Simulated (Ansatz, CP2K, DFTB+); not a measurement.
# Al(111)/C(110) interface (116 atoms): one structure in several programs

Wanted: errors and costs of other methods on Al(111)/C(110) interface (116 atoms). A plane-wave run serves as the reference.

Method: Kohn-Sham DFT, PBE, PAW, plane waves, in Ansatz 0.2.0.

## (1) The structure

The cell holds 116 atoms: 20 Al and 96 C. Its edges and angles: a = 7.577 Å, b = 9.920 Å, c = 22.532 Å, α = 90.0°, β = 90.0°, γ = 109.1°. Fcc Al(111), 2 repeat layers, 10 surface cells, strained +0.00 and -0.00 %; diamond-structure C(110), 6 layers, 8 cells, +0.13 and -1.67 %; outer planes 1.85 Å apart, 12 Å of vacuum above; not relaxed, displaced by a Gaussian of 0.02 Å. Then every atom was moved at random, 0.03 Å r.m.s. a Cartesian component. Regions: Al, 20 atoms (20 Al); C, 96 atoms (96 C). Vacuum lies along c.

## (2) Reference: Ansatz, plane waves

The PAW files are the set soft_2.

File input.yaml:

```yaml
crystal:
  lattice:
    - [7.5769, 0.0, 0.0]
    - [-3.24721, 9.3739, 0.0]
    - [0.0, 0.0, 22.53236]
  atoms:
    - { symbol: Al, position: [0.59723, 0.89493, 0.26621] }
    - { symbol: Al, position: [0.59328, 0.57379, 0.3706] }
    - { symbol: Al, position: [0.80002, 0.69587, 0.26847] }
    - { symbol: Al, position: [0.80354, 0.36648, 0.37103] }
    [... 106 atom lines left out ...]
    - { symbol: C, position: [0.35362, 0.71632, 0.62104] }
    - { symbol: C, position: [0.48912, 0.87598, 0.62147] }
    - { symbol: C, position: [0.61223, 0.89895, 0.67702] }
    - { symbol: C, position: [0.23091, 0.6806, 0.67702] }
    - { symbol: C, position: [0.36705, 0.71893, 0.73631] }
    - { symbol: C, position: [0.48025, 0.87806, 0.73272] }
kpoints:
  mp_grid: { grid: [1, 1, 1] }
hamiltonian:
  xc: pbe
scf:
  occupations: { method: fermi_dirac, width: 0.05 }
output:
  forces: true
  eigenvalues: true
  populations: true
```

Launch:

```
> ansatz run input.yaml --threads 4 --pin off --max-ram 8192MiB --backend cpu --events-out ev --progress --plain --runs-dir out
```

Output:

```text
[...]
Pseudopotentials: kind: paw
Pseudopotential: Al, paw, valence charge 3, recommended cutoff 420 eV (normal), Al.paw.azcp
Pseudopotential: C, paw, valence charge 4, recommended cutoff 420 eV (normal), C.paw.azcp
[...]
Crystal: 116 atoms, lattice volume = 1600.363 Å³
Basis set: ecut = 420 eV, 31277 PW (Γ), exchange–correlation on 108×144×320 points (8 copies of the dense FFT grid, shifted against one another)
Bands: 338, of which v1, the nominal top of the filled ones, is band 222 counted from 1 (221 counted from 0)
Symmetry: 1 space group operations
Space group: P1 (ITA 1), of the structure as read, at distance tolerance 1.2e-4 Å
k-points: 1
[...]
Initial density: superposition of atomic densities (neutral atoms: chi_scale 0, normalization atom), corrected by the library's trained network
Initial wavefunctions: pseudopotential atomic-orbital guess
[...]
SCF iter   1: F=—  HF=-34772.095317 eV  |F-HF|=—  |Δ(HF+E_count)|=         —  Δρ=2.39e-2  dr2=1.75e2  ethr=1.77e-3  ⟨swp⟩=8.0  Hψ=1875  notcnv=0  defer=88
preconditioner: auto → LDOS  [metal: Δε(μ)=0.072 eV  Ē_g=13.434 eV  σ=0.050 eV  W_gap=0.34  n_scr=298 (ndim 8)  ℏωp=19.6 eV  f_vac=0.376  D(μ)=24.35/eV (n_scr^D=114)  β→1.0]
[...]
SCF iter  16: F=—  HF=-34766.721246 eV  |F-HF|=—  |Δ(HF+E_count)|=   1.42e-7  Δρ=3.45e-6  dr2=4.01e-7  ethr=2.90e-10  ⟨swp⟩=2.0  Hψ=459  notcnv=0  defer=93
SCF iter  17: F=-34766.721246 eV  HF=-34766.721246 eV  |F-HF|=6.68e-8  |Δ(HF+E_count)|=   2.79e-9  Δρ=1.51e-6  dr2=9.38e-8  ethr=2.25e-11  ⟨swp⟩=26.0  Hψ=3156  notcnv=0
SCF 1 converged in 17 iterations: F = -34766.721246 eV  dr2 = 9.38e-8
[...]
SCF converged after 17 iterations
Free energy (F): -34766.721246 eV
Harris-Foulkes:  -34766.721246 eV  (|F-HF|=6.68e-8)
Internal energy: -34766.280081 eV  (E = F + TS)
E sigma→0 (E₀):  -34766.500664 eV
Entropy (-TS):   -0.441166 eV (-3.803 meV/atom)
Fermi energy:    4.192714 eV
--- Per-component energies (eV) ---
[...]
Σ components = -34766.721246   (vs F -34766.721246, Δ=0.00e0)
--- Forces (eV/Å), atoms counted from 1 ---
  atom   1  Al     0.12471610     0.25905621    -0.30819652
  atom   2  Al     0.08035851    -0.82163347     0.56127503
  atom   3  Al    -0.20744898     0.00922958    -0.28706002
  atom   4  Al     0.42306637     0.48168319     0.16971841
[...]
atom 116  C     -3.40053026    -2.81155711    -0.45199193
  max |Σ_I F_I| component: 6.44e-5 eV/Å
--- Band table (eV) ---
  k-point 0: bands = ["-17.4642", "-16.1969", "-16.1483", "-15.9959", [... 322 levels ...], "11.8034", "11.8208", "11.8753", "11.9136", "11.9466", "11.9775", "12.0088", "12.0269", "12.0653", "12.1177", "12.1571", "12.1768"]
--- Löwdin populations: 116 sites ---
  site symbol       q [e]
     0     Al      2.9571
     1     Al      2.6137
     2     Al      2.9226
[...]
115      C      3.9662
  spilling = 0.006749 (of n_electrons = 444.000000)
```

Elapsed: 13 s, on 4 threads of Intel Xeon 6975P-C (Granite Rapids), shared host; peak memory 2 GiB; 48 s of CPU time.

Reading the cycles: dr2 is the Hartree energy of the density residual (eV), the measure of convergence; HF is the Harris–Foulkes estimate of the energy, which meets the free energy F at convergence.

Read from the output:

```
free energy                             : -34766.7212 eV
free energy per atom                    : -299.7131 eV/atom
SCF cycles                              : 17
r.m.s. force component                  : 1.719 eV/Å
longest force                           : 5.605 eV/Å
Fermi energy                            : 4.193 eV
levels partly filled by over 2 per cent : 9
spilling of the projection              : 0.006749
```

Length of the force by element:

```
element  coordination  atoms  mean length of the force (eV/Å)  spread  least  most
     Al           all     20                            0.785   0.615   0.22  2.06
      C           all     96                             3.00    1.22  0.130  5.60
```

Löwdin charges by element (they lack the spilled electrons, 0.026 e an atom on average):

```csv
element,coordination,atoms,mean charge (e),spread,least,most
Al,all,20,0.198,0.142,0.0401,0.407
C,all,96,-0.0101,0.0792,-0.250,0.0705
```

By region:

```csv
region,atoms,mean length of the force (eV/Å)
Al,20,0.785
C,96,3.00
```

The levels nearest the highest filled one (over half full), pooled over k-points and spins:

```csv
level less the highest filled one (eV),occupation
-0.321,2.00
-0.115,1.83
-0.0392,1.41
-0.0291,1.33
-0.0121,1.17
0,1.05
0.033,0.724
0.0879,0.318
0.146,0.112
0.199,0.04
0.242,0.017
0.284,0.008
```

## (3) What was run beside it

The programs:
- CP2K 2026.2: Gaussian basis with GTH pseudopotentials and a plane-wave density; labels give functional, basis (MOLOPT sets; SR short-range, UZH the newer set with its own potentials), grid cutoff/relative cutoff and solver (OT: orbital transformation; TRS4, TC2, SIGN: linear-scaling purification with its sparsity filter), or its built-in tight binding.
- DFTB+ 25.1: tight binding, with Slater–Koster sets (DFTB) or xTB through its tblite library.

All use the same cell and atoms; the electronic-structure runs use the same k-mesh, and an electronic temperature of 580 K (0.05 eV) where levels are smeared.

Differences are against the plane-wave reference, forces as r.m.s. over components; share is that over the reference's r.m.s. force, slope the least-squares factor from reference forces to these. Total energies of different programs have different zeros and aren't compared.

```
                                                    run  Δ force, r.m.s. (meV/Å)  share (%)  slope  cores  CPU time  memory (GiB)
                                              reference                        -          -      -      4      48 s           2.0
  CP2K BLYP, DZVP-MOLOPT-SR, 450/50 Ry, diagonalisation                      104       6.07  1.011      4    28 min           3.9
CP2K PBE, DZVP-UZH, 225/50 Ry, diagonalisation (coarse)                     52.1       3.03  1.017      4    42 min           2.5
         CP2K PBE, DZVP-UZH, 450/50 Ry, diagonalisation                     47.9       2.79  1.016      4    54 min           4.1
                                         DFTB+ GFN1-xTB                      538       31.3  1.021      1      20 s          0.69
                                         DFTB+ GFN2-xTB                      411       23.9  1.039      1      41 s           0.3
```

Rows marked coarse were listed beforehand as settings not expected to be converged; some can still land near the reference.

CPU time is summed over cores on a shared host, where runs went side by side, so it is rough. Symmetry, cutoffs, thresholds, outputs and thread counts weren't matched or tuned between programs; memory under MPI is the largest rank's times the ranks.

Runs without a result: CP2K GFN1-xTB, diagonalisation (not converged, the SCF not settling).

Mean charges by element (e), by run and scheme:

```
                                                  run     scheme     Al      C
                                            reference     Löwdin  +0.20  -0.01
CP2K BLYP, DZVP-MOLOPT-SR, 450/50 Ry, diagonalisation   Mulliken  +0.08  -0.02
CP2K BLYP, DZVP-MOLOPT-SR, 450/50 Ry, diagonalisation  Hirshfeld  +0.06  -0.01
       CP2K PBE, DZVP-UZH, 450/50 Ry, diagonalisation   Mulliken  +0.09  -0.02
       CP2K PBE, DZVP-UZH, 450/50 Ry, diagonalisation  Hirshfeld  +0.06  -0.01
                                       DFTB+ GFN1-xTB   Mulliken  +0.12  -0.02
                                       DFTB+ GFN2-xTB   Mulliken  +0.02   0.00
```

The reference's Löwdin charges lack the electrons that the projection spills, 0.026 e an atom on average.

Within one program, basis, potentials and functional, energies share a zero. Each run against its twin at the usual cutoff or grid and solver:

```
                                           run                                  twin  Δ energy (meV/atom)  Δ force, r.m.s. (meV/Å)  CPU time over the twin's
CP2K PBE, DZVP-UZH, 225/50 Ry, diagonalisation  DZVP-UZH, 450/50 Ry, diagonalisation              -0.0834                     19.7                      0.78
```

## (4) What came out

```
reference r.m.s. force component                       : 1.72 eV/Å
nearest in forces                                      : CP2K PBE, DZVP-UZH, 450/50 Ry, diagonalisation, 2.8 %
farthest in forces                                     : DFTB+ GFN1-xTB, 31 %
cheapest electronic-structure run beside the reference : DFTB+ GFN1-xTB, 20 s of CPU time
```

What this shows: The PBE run in local orbitals, coarse settings apart, differs by 2.8 % (CP2K PBE, DZVP-UZH, 450/50 Ry, diagonalisation); basis, grid and potentials can all enter. Tight binding differs by 24 % (DFTB+ GFN2-xTB) to 31 % (DFTB+ GFN1-xTB); it is another model, with fitted parameters of its own, and the xTB methods hold dispersion. Rows with another functional or a dispersion term differ by 6.1 % (CP2K BLYP, DZVP-MOLOPT-SR, 450/50 Ry, diagonalisation), which mixes the change of model with differences of basis and potentials. DFTB+ GFN2-xTB needed 234 SCF steps, so its time overstates the method's usual cost. Runs with settings chosen to be coarse differ by 3.0 % (CP2K PBE, DZVP-UZH, 225/50 Ry, diagonalisation), their programs' other errors included. One electronic-structure run takes under half the reference's CPU time: DFTB+ GFN1-xTB, at 31 % in 20 s against 48 s. Charges hang on model, scheme and program or settings: among these rows the mean for Al runs from +0.02 to +0.20 e. In the reference: 9 levels are partly filled, by over 2 % (at Γ alone): at this level the cell shows no clear gap. Levels of broken or missing bonds inside a gap of the host would look the same. In the reference: mean Löwdin charges: Al +0.20, C -0.01 e (they miss 0.67 % of the electrons, so they add up to more than the cell's charge). Periodic xTB results under one method name differ between programs and library versions (DFTB+ here holds tblite 0.3). The host structure and its lattice constant were typed by rule, without a check against the phase diagram. The runs have no spin polarisation, so any moments at edges, vacancies or dangling bonds can't form. The electronic-structure runs sample only Γ, in a cell whose shortest periodic width is 7 Å, which is coarse for a cell with partly filled levels.

[Also dropped from logs without a mark: logging warnings of Python, and SIESTA's first energy breakdown and zero terms.]

[Logs are printed without paths, hosts, clocks, repeated set-up lines and the standing remarks that a program may print on its own settings, such as how far it seeks lower states.]

[Hosts, paths, dates, database ids (printed as entryN), source tags and the programs' standing remarks are cut or masked in the printed files.]
